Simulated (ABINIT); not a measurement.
# Quasiparticle gap of PbF2 (Fluorocronite) in ABINIT, part 2 of 3

How does a plane-wave GW calculation on PbF2 (Fluorocronite) run from the first input to the gap?

ABINIT 10.8.3; LDA and many-body steps on it, plane waves. Known limits of the many-body steps: not at the basis limit; no spin-orbit coupling; coarse k mesh.

So far. Step 2 (Ground state): The gap is indirect, with the least direct gap 0.14 eV higher.

The database entry behind the starting cell differs from later determinations by our own check (0.1 to 0.3 % short, probably kX units), so it need not match the best structure at ambient conditions.

**3. Bands along the symmetry lines**

Level of this step: DFT, LDA, plane waves, norm-conserving pseudopotentials (ABINIT).

Levels along a band path, at the cheap level, show where the edges lie and whether the meshes to come will hold them.

File run.abi:

```
acell 3*1.0 Angstrom
rprim 
  -0.000000000000 2.963660000000 2.963660000000
  2.963660000000 0.000000000000 2.963660000000
  2.963660000000 2.963660000000 -0.000000000000
ntypat 2
znucl 82 9
natom 3
typat 1 2 2
xred 
  0.000000000000 0.000000000000 0.000000000000
  0.250000000000 0.250000000000 0.250000000000
  0.750000000000 0.750000000000 0.750000000000
pp_dirpath "pseudos"
pseudos "Pb.upf, F.upf"
ecut 36
iscf -2
irdden 1
kptopt 0
nkpt 50
kpt 
  0.00000000 0.00000000 0.00000000
  0.06250000 0.00000000 0.06250000
  0.12500000 0.00000000 0.12500000
  0.18750000 0.00000000 0.18750000
  0.25000000 0.00000000 0.25000000
  0.31250000 0.00000000 0.31250000
  0.37500000 0.00000000 0.37500000
  0.43750000 0.00000000 0.43750000
  0.50000000 0.00000000 0.50000000
  0.51562500 0.03125000 0.51562500
  0.53125000 0.06250000 0.53125000
  0.54687500 0.09375000 0.54687500
  0.56250000 0.12500000 0.56250000
  0.57812500 0.15625000 0.57812500
  0.59375000 0.18750000 0.59375000
  0.60937500 0.21875000 0.60937500
  0.62500000 0.25000000 0.62500000
  0.37500000 0.37500000 0.75000000
  0.32812500 0.32812500 0.65625000
  0.28125000 0.28125000 0.56250000
  0.23437500 0.23437500 0.46875000
  0.18750000 0.18750000 0.37500000
  0.14062500 0.14062500 0.28125000
  0.09375000 0.09375000 0.18750000
  0.04687500 0.04687500 0.09375000
  0.00000000 0.00000000 0.00000000
  0.06250000 0.06250000 0.06250000
  0.12500000 0.12500000 0.12500000
  0.18750000 0.18750000 0.18750000
  0.25000000 0.25000000 0.25000000
  0.31250000 0.31250000 0.31250000
  0.37500000 0.37500000 0.37500000
  0.43750000 0.43750000 0.43750000
  0.50000000 0.50000000 0.50000000
  0.50000000 0.46875000 0.53125000
  0.50000000 0.43750000 0.56250000
  0.50000000 0.40625000 0.59375000
  0.50000000 0.37500000 0.62500000
  0.50000000 0.34375000 0.65625000
  0.50000000 0.31250000 0.68750000
  0.50000000 0.28125000 0.71875000
  0.50000000 0.25000000 0.75000000
  0.50000000 0.21875000 0.71875000
  0.50000000 0.18750000 0.68750000
  0.50000000 0.15625000 0.65625000
  0.50000000 0.12500000 0.62500000
  0.50000000 0.09375000 0.59375000
  0.50000000 0.06250000 0.56250000
  0.50000000 0.03125000 0.53125000
  0.50000000 0.00000000 0.50000000
istwfk *1
nband 25
nbdbuf 2
tolwfr 1e-08
nstep 40
prtwf 0
prtvol 0
indata_prefix "in"
outdata_prefix "out"
tmpdata_prefix "tmp"
```

Launch:

```console
> OMP_NUM_THREADS=1 mpirun -n 4 abinit run.abi > log
```

Numbers of over 12 decimals in the logs are rounded to 6 here.

What it wrote:

```text
.Version 10.8.3 of ABINIT. v10.8.2 released Aug 2026.

 Symmetries : space group Fm -3 m (#225); Bravais cF (face-center cubic)
[... echo of the input left out ...]
== DATASET  1 ==================================================================
-   mpi_nproc: 4, omp_nthreads: 1 (-1 if OMP is not activated)

--- !DatasetInfo
iteration_state: {dtset: 1, }
dimensions: {natom: 3, nkpt: 50, mband: 25, nsppol: 1, nspinor: 1, nspden: 1, mpw: 3695, }
cutoff_energies: {ecut:  36.0, pawecutdg:  -1.0, }
electrons: {nelect:   3.60000000E+01, charge:   0.00000000E+00, occopt:   1.00000000E+00, tsmear:   1.00000000E-02, }

 Real(R)+Recip(G) space primitive vectors, cartesian coordinates (Bohr,Bohr^-1):
 R(1)=  0.0000000  5.6005057  5.6005057  G(1)= -0.0892777  0.0892777  0.0892777
 R(2)=  5.6005057  0.0000000  5.6005057  G(2)=  0.0892777 -0.0892777  0.0892777
 R(3)=  5.6005057  5.6005057  0.0000000  G(3)=  0.0892777  0.0892777 -0.0892777
 Unit cell volume ucvol=  3.5132717E+02 bohr^3
 Angles (23,13,12)=  6.00000000E+01  6.00000000E+01  6.00000000E+01 degrees

 getcut: wavevector=  0.0000  0.0000  0.0000  ngfft=  45  45  45
         ecut(hartree)=     36.000   => boxcut(ratio)=   2.05681

--- Pseudopotential description ------------------------------------------------
- Pb Generated using ONCVPSP code by D. R. Hamann
- 82.00000  22.00000  180309                  znucl, zion, pspdat
12 -1012 2 -1 1638                            pspcod,pspxc,lmax,lloc,mmax
     nproj     2     2     2
  pspatm : epsatm=   27.30978712
         --- l  ekb(1:nproj) -->
             0   16.851372    2.162897
             1    7.374276    1.238028
             2    3.349308    0.414357
 pspatm: atomic psp has been read  and splines computed

- F Generated using ONCVPSP code by D. R. Hamann
-  9.00000   7.00000  201202                  znucl, zion, pspdat
12 -1012 2 -1 824                             pspcod,pspxc,lmax,lloc,mmax
     nproj     2     2     1
  pspatm : epsatm=    4.94580260
         --- l  ekb(1:nproj) -->
[...]
2   -2.364936
 pspatm: atomic psp has been read  and splines computed

--------------------------------------------------------------------------------

================================================================================
 prteigrs : about to open file out_EIG
 Non-SCF case, kpt    1 (  0.00000  0.00000  0.00000), residuals and eigenvalues=
  2.87E-09  1.05E-09  1.93E-09  4.68E-09  7.76E-09  4.86E-09  1.95E-09  2.43E-09
  6.47E-09  4.98E-09  7.76E-09  2.90E-09  1.70E-09  4.57E-09  4.02E-09  1.51E-09
  2.03E-09  3.60E-09  2.93E-09  2.95E-09  3.41E-09  2.02E-09  5.09E-09  7.11E-09
  1.10E-06
 -4.9295E+00 -2.7814E+00 -2.7814E+00 -2.7814E+00 -6.4388E-01 -6.1929E-01
 -4.0908E-01 -4.0908E-01 -4.0908E-01 -4.0637E-01 -4.0637E-01 -5.8298E-02
  2.4093E-02  2.4093E-02  2.4093E-02  4.2418E-02  4.2418E-02  4.2418E-02
[...]
7.4823E-01
[...]
7.92E-05
[...]
Non-SCF case, kpt    3 (  0.12500  0.00000  0.12500), residuals and eigenvalues=
[...]
Non-SCF case, kpt   49 (  0.50000  0.03125  0.53125), residuals and eigenvalues=
[...]
Non-SCF case, kpt   50 (  0.50000  0.00000  0.50000), residuals and eigenvalues=
[...]
-1.7006E-02 -1.7006E-02  5.8326E-02  5.8448E-02  5.8448E-02  1.0878E-01
  2.7173E-01  4.0011E-01  4.0011E-01  4.3109E-01  6.2988E-01  7.1450E-01
[...]
--- !ResultsGS
iteration_state: {dtset: 1, }
comment   : Summary of ground state results
lattice_vectors:
- [ -0.0000000,   5.6005057,   5.6005057, ]
- [  5.6005057,   0.0000000,   5.6005057, ]
- [  5.6005057,   5.6005057,  -0.0000000, ]
lattice_lengths: [   7.92031,    7.92031,    7.92031, ]
lattice_angles: [ 60.000,  60.000,  60.000, ] # degrees, (23, 13, 12)
lattice_volume:   3.5132717E+02
convergence: {deltae:  0.000E+00, res2:  0.000E+00, residm:  9.991E-09, diffor:  0.000E+00, }
etotal    :  -2.58950044E+02
entropy   :   0.00000000E+00
fermie    :   1.13805161E-01
cartesian_stress_tensor: null
pressure_GPa: null
xred      :
- [  0.0000E+00,   0.0000E+00,   0.0000E+00, Pb]
- [  2.5000E-01,   2.5000E-01,   2.5000E-01,  F]
- [  7.5000E-01,   7.5000E-01,   7.5000E-01,  F]
cartesian_forces: null
force_length_stats: {min: null, max: null, mean: null, }

 Integrated electronic density in atomic spheres:
 ------------------------------------------------
 Atom  Sphere_radius  Integrated_density
[...]
================================================================================

 ----iterations are completed or convergence reached----

 Mean square residual over all n,k,spin=   46.252E-10; max=  99.907E-10
 reduced coordinates (array xred) for    3 atoms
[...]
0.250000000000      0.250000000000      0.250000000000
       0.750000000000      0.750000000000      0.750000000000

 cartesian coordinates (angstrom) at end:
    1      0.000000     0.000000     0.000000
    2      1.481830     1.481830     1.481830
    3      4.445490     4.445490     4.445490
 length scales=  1.889726125908  1.889726125908  1.889726125908 bohr
              =  1.000000000000  1.000000000000  1.000000000000 angstroms
 prteigrs : about to open file out_EIG
 Eigenvalues (hartree) for nkpt=  50  k points:
 kpt#   1, nband= 25, wtk=  1.00000, kpt=  0.0000  0.0000  0.0000 (reduced coord)
[...]
kpt#   2, nband= 25, wtk=  1.00000, kpt=  0.0625  0.0000  0.0625 (reduced coord)
[...]
kpt#   3, nband= 25, wtk=  1.00000, kpt=  0.1250  0.0000  0.1250 (reduced coord)
[...]
kpt#  49, nband= 25, wtk=  1.00000, kpt=  0.5000  0.0313  0.5313 (reduced coord)
[...]
0.73269
 kpt#  50, nband= 25, wtk=  1.00000, kpt=  0.5000  0.0000  0.5000 (reduced coord)
[...]
-0.40566   -0.40543   -0.39981   -0.12453   -0.01701   -0.01701    0.05833    0.05845
   0.05845    0.10878    0.27173    0.40011    0.40011    0.43109    0.62988    0.71450
   0.73826

== END DATASET(S) ==============================================================
================================================================================

 -outvars: echo values of variables after computation  --------
            nband          25
             nkpt          50
          spgroup         225
 [... the other variables as echoed above ...]

 Calculation completed.
```

The job ended after 22 s (4 MPI ranks of Arm Neoverse V1, shared host; peak memory 0.37 GiB).

This step gave:

```
gap                        : 4.278 eV
k of the valence top       : 0.5, 0.25, 0.75
k of the conduction bottom : 0.5, 0, 0.5
least direct gap           : 4.434 eV
```

The gap is 4.278 eV, −0.019 eV from the run before at this level.

Electronic bands along the path, in eV, zero at the top of the highest filled band:

| point | band 15 | band 16 | band 17 | band 18 | band 19 | band 20 | band 21 | band 22 |
| --- | --- | --- | --- | --- | --- | --- | --- | --- |
| Γ | -2.46 | -1.96 | -1.96 | -1.96 | 6.62 | 6.62 | 6.62 | 10.30 |
| halfway | -2.02 | -1.70 | -1.70 | -0.97 | 4.89 | 7.25 | 7.25 | 10.92 |
| X | -1.53 | -1.53 | -1.53 | -0.16 | 4.28 | 7.77 | 7.77 | 8.61 |
| halfway | -1.69 | -1.57 | -1.53 | -0.11 | 4.54 | 7.31 | 7.77 | 8.94 |
| U | -2.06 | -1.68 | -1.54 | -0.03 | 5.19 | 6.52 | 7.76 | 9.52 |
| jump to K | -2.06 | -1.68 | -1.54 | -0.03 | 5.19 | 6.52 | 7.76 | 9.52 |
| halfway | -2.46 | -2.20 | -1.70 | -0.62 | 5.25 | 6.94 | 7.23 | 12.20 |
| Γ | -2.46 | -1.96 | -1.96 | -1.96 | 6.62 | 6.62 | 6.62 | 10.30 |
| halfway | -2.57 | -2.05 | -2.05 | -0.83 | 5.34 | 7.07 | 7.07 | 12.55 |
| L | -2.68 | -2.13 | -2.13 | -0.02 | 4.87 | 7.54 | 7.54 | 12.86 |
| halfway | -2.69 | -1.77 | -1.76 | -0.03 | 5.30 | 6.63 | 7.60 | 10.63 |
| W | -2.68 | -1.59 | -1.46 | 0.00 | 5.93 | 5.93 | 7.31 | 9.88 |
| halfway | -1.91 | -1.57 | -1.48 | -0.08 | 4.78 | 7.17 | 7.48 | 9.25 |
| X | -1.53 | -1.53 | -1.53 | -0.16 | 4.28 | 7.77 | 7.77 | 8.61 |

**4. Empty states on the mesh, 4×4×4 mesh, 89 bands**

The sums over transitions need many empty states on a uniform mesh; this step solves for them.

File run.abi:

```
acell 3*1.0 Angstrom
rprim 
  -0.000000000000 2.963660000000 2.963660000000
  2.963660000000 0.000000000000 2.963660000000
  2.963660000000 2.963660000000 -0.000000000000
ntypat 2
znucl 82 9
natom 3
typat 1 2 2
xred 
  0.000000000000 0.000000000000 0.000000000000
  0.250000000000 0.250000000000 0.250000000000
  0.750000000000 0.750000000000 0.750000000000
pp_dirpath "pseudos"
pseudos "Pb.upf, F.upf"
ecut 36
ngkpt 4 4 4
nshiftk 1
shiftk 0 0 0
kptopt 1
chksymbreak 0
iscf -2
irdden 1
istwfk *1
nband 89
nbdbuf 8
tolwfr 1e-09
nstep 60
prtvol 0
indata_prefix "in"
outdata_prefix "out"
tmpdata_prefix "tmp"
```

What it wrote:

```text
.Version 10.8.3 of ABINIT. v10.8.2 released Aug 2026.

 Symmetries : space group Fm -3 m (#225); Bravais cF (face-center cubic)
[... echo of the input left out ...]
== DATASET  1 ==================================================================
-   mpi_nproc: 4, omp_nthreads: 1 (-1 if OMP is not activated)

--- !DatasetInfo
iteration_state: {dtset: 1, }
dimensions: {natom: 3, nkpt: 8, mband: 89, nsppol: 1, nspinor: 1, nspden: 1, mpw: 3695, }
cutoff_energies: {ecut:  36.0, pawecutdg:  -1.0, }
electrons: {nelect:   3.60000000E+01, charge:   0.00000000E+00, occopt:   1.00000000E+00, tsmear:   1.00000000E-02, }

 Real(R)+Recip(G) space primitive vectors, cartesian coordinates (Bohr,Bohr^-1):
 R(1)=  0.0000000  5.6005057  5.6005057  G(1)= -0.0892777  0.0892777  0.0892777
 R(2)=  5.6005057  0.0000000  5.6005057  G(2)=  0.0892777 -0.0892777  0.0892777
 R(3)=  5.6005057  5.6005057  0.0000000  G(3)=  0.0892777  0.0892777 -0.0892777
 Unit cell volume ucvol=  3.5132717E+02 bohr^3
 Angles (23,13,12)=  6.00000000E+01  6.00000000E+01  6.00000000E+01 degrees

 getcut: wavevector=  0.0000  0.0000  0.0000  ngfft=  45  45  45
         ecut(hartree)=     36.000   => boxcut(ratio)=   2.05681

--- Pseudopotential description ------------------------------------------------
- Pb Generated using ONCVPSP code by D. R. Hamann
- 82.00000  22.00000  180309                  znucl, zion, pspdat
12 -1012 2 -1 1638                            pspcod,pspxc,lmax,lloc,mmax
     nproj     2     2     2
  pspatm : epsatm=   27.30978712
         --- l  ekb(1:nproj) -->
             0   16.851372    2.162897
             1    7.374276    1.238028
             2    3.349308    0.414357
 pspatm: atomic psp has been read  and splines computed

- F Generated using ONCVPSP code by D. R. Hamann
-  9.00000   7.00000  201202                  znucl, zion, pspdat
12 -1012 2 -1 824                             pspcod,pspxc,lmax,lloc,mmax
     nproj     2     2     1
  pspatm : epsatm=    4.94580260
         --- l  ekb(1:nproj) -->
[...]
2   -2.364936
 pspatm: atomic psp has been read  and splines computed

--------------------------------------------------------------------------------

================================================================================
 prteigrs : about to open file out_EIG
 Non-SCF case, kpt    1 (  0.00000  0.00000  0.00000), residuals and eigenvalues=
  4.45E-10  2.06E-10  1.35E-10  2.23E-10  3.71E-10  6.06E-10  8.57E-11  5.41E-10
  8.05E-10  1.13E-10  2.61E-10  4.21E-10  9.22E-11  4.46E-10  5.41E-10  2.27E-10
  6.02E-10  6.80E-10  1.19E-10  1.70E-10  3.38E-10  3.27E-10  1.14E-10  6.37E-10
[...]
1.38E-03
 -4.9295E+00 -2.7814E+00 -2.7814E+00 -2.7814E+00 -6.4388E-01 -6.1929E-01
 -4.0908E-01 -4.0908E-01 -4.0908E-01 -4.0637E-01 -4.0637E-01 -5.8298E-02
  2.4093E-02  2.4093E-02  2.4093E-02  4.2418E-02  4.2418E-02  4.2418E-02
[...]
2.1304E+00  2.1304E+00  2.1855E+00  2.1855E+00  2.1855E+00  2.2063E+00
  2.2063E+00  2.2063E+00  2.2361E+00  2.3349E+00  2.3349E+00  2.3959E+00
  2.7108E+00  2.7108E+00  2.7142E+00  2.7464E+00  2.7655E+00
 prteigrs : prtvol=0 or 1, do not print more k-points.

--- !ResultsGS
iteration_state: {dtset: 1, }
comment   : Summary of ground state results
lattice_vectors:
- [ -0.0000000,   5.6005057,   5.6005057, ]
- [  5.6005057,   0.0000000,   5.6005057, ]
- [  5.6005057,   5.6005057,  -0.0000000, ]
lattice_lengths: [   7.92031,    7.92031,    7.92031, ]
lattice_angles: [ 60.000,  60.000,  60.000, ] # degrees, (23, 13, 12)
lattice_volume:   3.5132717E+02
convergence: {deltae:  0.000E+00, res2:  0.000E+00, residm:  9.945E-10, diffor:  0.000E+00, }
etotal    :  -2.58950044E+02
entropy   :   0.00000000E+00
fermie    :   1.13805161E-01
cartesian_stress_tensor: null
pressure_GPa: null
xred      :
- [  0.0000E+00,   0.0000E+00,   0.0000E+00, Pb]
- [  2.5000E-01,   2.5000E-01,   2.5000E-01,  F]
- [  7.5000E-01,   7.5000E-01,   7.5000E-01,  F]
cartesian_forces: null
force_length_stats: {min: null, max: null, mean: null, }

 Integrated electronic density in atomic spheres:
 ------------------------------------------------
 Atom  Sphere_radius  Integrated_density
[...]
================================================================================

 ----iterations are completed or convergence reached----

 Mean square residual over all n,k,spin=   39.703E-11; max=  99.451E-11
 reduced coordinates (array xred) for    3 atoms
[...]
0.250000000000      0.250000000000      0.250000000000
       0.750000000000      0.750000000000      0.750000000000

 cartesian coordinates (angstrom) at end:
    1      0.000000     0.000000     0.000000
    2      1.481830     1.481830     1.481830
    3      4.445490     4.445490     4.445490
 length scales=  1.889726125908  1.889726125908  1.889726125908 bohr
              =  1.000000000000  1.000000000000  1.000000000000 angstroms
 prteigrs : about to open file out_EIG
 Eigenvalues (hartree) for nkpt=   8  k points:
 kpt#   1, nband= 89, wtk=  0.01563, kpt=  0.0000  0.0000  0.0000 (reduced coord)
[...]
2.13037    2.13037    2.18554    2.18554    2.18554    2.20635    2.20635    2.20635
   2.23607    2.33485    2.33485    2.39589    2.71076    2.71082    2.71419    2.74644
   2.76554
 prteigrs : prtvol=0 or 1, do not print more k-points.

== END DATASET(S) ==============================================================
================================================================================

 -outvars: echo values of variables after computation  --------
            nband          89
             nkpt           8
          spgroup         225
 [... the other variables as echoed above ...]

 Calculation completed.
```

It took 20 s on 4 MPI ranks; peak memory 0.35 GiB; 80 s of CPU time.

Numbers from this step:

```yaml
gap: 4.278 eV
k_of_the_valence_top: -0.25, 0.5, 0.25
k_of_the_conduction_bottom: 0.5, 0.5, 0
least_direct_gap: 4.434 eV
k_points_computed: 8
lowest_point_of_the_top_converged_band_above_the_valence_top: 57.7306 eV
```

On this mesh the gap is 4.278 eV.

**5. Screening, 4×4×4 mesh, 81 bands, screening to 130.6 eV**

The RPA dielectric matrix is built and inverted for each q.

This step: RPA screening on LDA, plane waves, norm-conserving pseudopotentials.

run.abi, as its differences from that of step 4:

```diff
@@ -21,10 +21,11 @@
 chksymbreak 0
-iscf -2
-irdden 1
 istwfk *1
-nband 89
-nbdbuf 8
-tolwfr 1e-09
-nstep 60
-prtvol 0
+occopt 1
+irdwfk 1
+optdriver 3
+nband 81
+ecuteps 4.8
+inclvkb 2
+awtr 1
+symchi 1
 indata_prefix "in"
```

What it wrote:

```text
.Version 10.8.3 of ABINIT. v10.8.2 released Aug 2026.

 Symmetries : space group Fm -3 m (#225); Bravais cF (face-center cubic)
[... echo of the input left out ...]
== DATASET  1 ==================================================================
-   mpi_nproc: 4, omp_nthreads: 1 (-1 if OMP is not activated)

--- !DatasetInfo
iteration_state: {dtset: 1, }
dimensions: {natom: 3, nkpt: 8, mband: 81, nsppol: 1, nspinor: 1, nspden: 1, mpw: 3695, }
cutoff_energies: {ecut:  36.0, pawecutdg:  -1.0, }
electrons: {nelect:   3.60000000E+01, charge:   0.00000000E+00, occopt:   1.00000000E+00, tsmear:   1.00000000E-02, }

 SCREENING: Calculation of the susceptibility and dielectric matrices

 Based on a program developped by R.W. Godby, V. Olevano, G. Onida, and L. Reining.
 Incorporated in ABINIT by V. Olevano, G.-M. Rignanese, and M. Torrent.
.Using double precision arithmetic ; gwpc =  8

[... cell and pseudopotentials left out ...]
--------------------------------------------------------------------------------

 ==== K-mesh for the wavefunctions ====
 Number of points in the irreducible wedge :     8
[... list of points left out ...]
 Together with 48 symmetry operations and time-reversal symmetry
 yields    64 points in the full Brillouin Zone.

 ==== Q-mesh for the screening function ====
 Number of points in the irreducible wedge :     8
[... list of points left out ...]
 Together with 48 symmetry operations and time-reversal symmetry
 yields    64 points in the full Brillouin Zone.

 setmesh: FFT mesh size selected  =    30x   30x   30
          total number of points  =        27000

 vcoul_init : cutoff-mode = AUXILIARY_FUNCTION
 q-points for optical limit:   1
     1)      0.000010    0.000020    0.000030

- screening: taking advantage of time-reversal symmetry
- Maximum band index for partially occupied states nbvw = 18
- Remaining bands to be divided among processors   nbcw = 63
- Number of bands treated by each node ~15

 Number of electrons calculated from density =   36.0000; Expected =   36.0000
 average of density, n =  0.102469
 r_s =    1.3257
 omega_plasma =   30.8781 [eV]

 calculating chi0 at frequencies [eV] :
  1    0.000000E+00    0.000000E+00
  2    0.000000E+00    3.087813E+01

--------------------------------------------------------------------------------
  q-point number  1        q = ( 0.000000, 0.000000, 0.000000) [r.l.u.]
--------------------------------------------------------------------------------
[... chi0 elements left out ...]
 For q-point:  0.000010 0.000020 0.000030
  dielectric constant =   3.2813
  dielectric constant without local fields =   3.8369

  Average fulfillment of the sum rule on Im[epsilon] for q-point    1 :     53.22  [%]
[... wings left out ...]
  q-point number  2        q = ( 0.250000, 0.000000, 0.000000) [r.l.u.]
--------------------------------------------------------------------------------
[... chi0 elements left out ...]
  Average fulfillment of the sum rule on Im[epsilon] for q-point    2 :     69.40  [%]

 [... 6 further q-points ...]
```

It took 28 s on 4 MPI ranks; peak memory 0.91 GiB.

This step gave:

| Item | Value |
| --- | --- |
| ε∞ with local fields, on this mesh, along the program's q direction | 3.281 |
| the same without local fields | 3.837 |
| plasma frequency | 30.88 eV |
| plane waves in the screening matrix | 169 |

Local fields lower ε∞ by 14 %. On a Γ-centred mesh this coarse the value itself is usually too large, while a short band sum pulls it down.

(Part 2 of 3 ends here.)

[Paths, hosts, dates, memory and timing lines, banners, echoed tables and standing remarks are left out of the program output.]

[Logs are printed without paths, hosts, clocks, repeated set-up lines and the standing remarks that a program may print on its own settings, such as how far it seeks lower states.]

[Runs of the session that timed out or met a known fault of the program may be left out.]

[Hosts, paths, dates, database ids (printed as entryN), source tags and the programs' standing remarks are cut or masked in the printed files.]

[G0W0 gaps are taken among the corrected bands and points alone; a level outside them can change the order at an edge.]

[Where Ansatz stands beside ABINIT at settings called matched, ABINIT's density can come from a denser mesh and the files from another edition; pairs whose starting gaps differed by over 0.03 eV were left out, so agreement reads better than it is.]
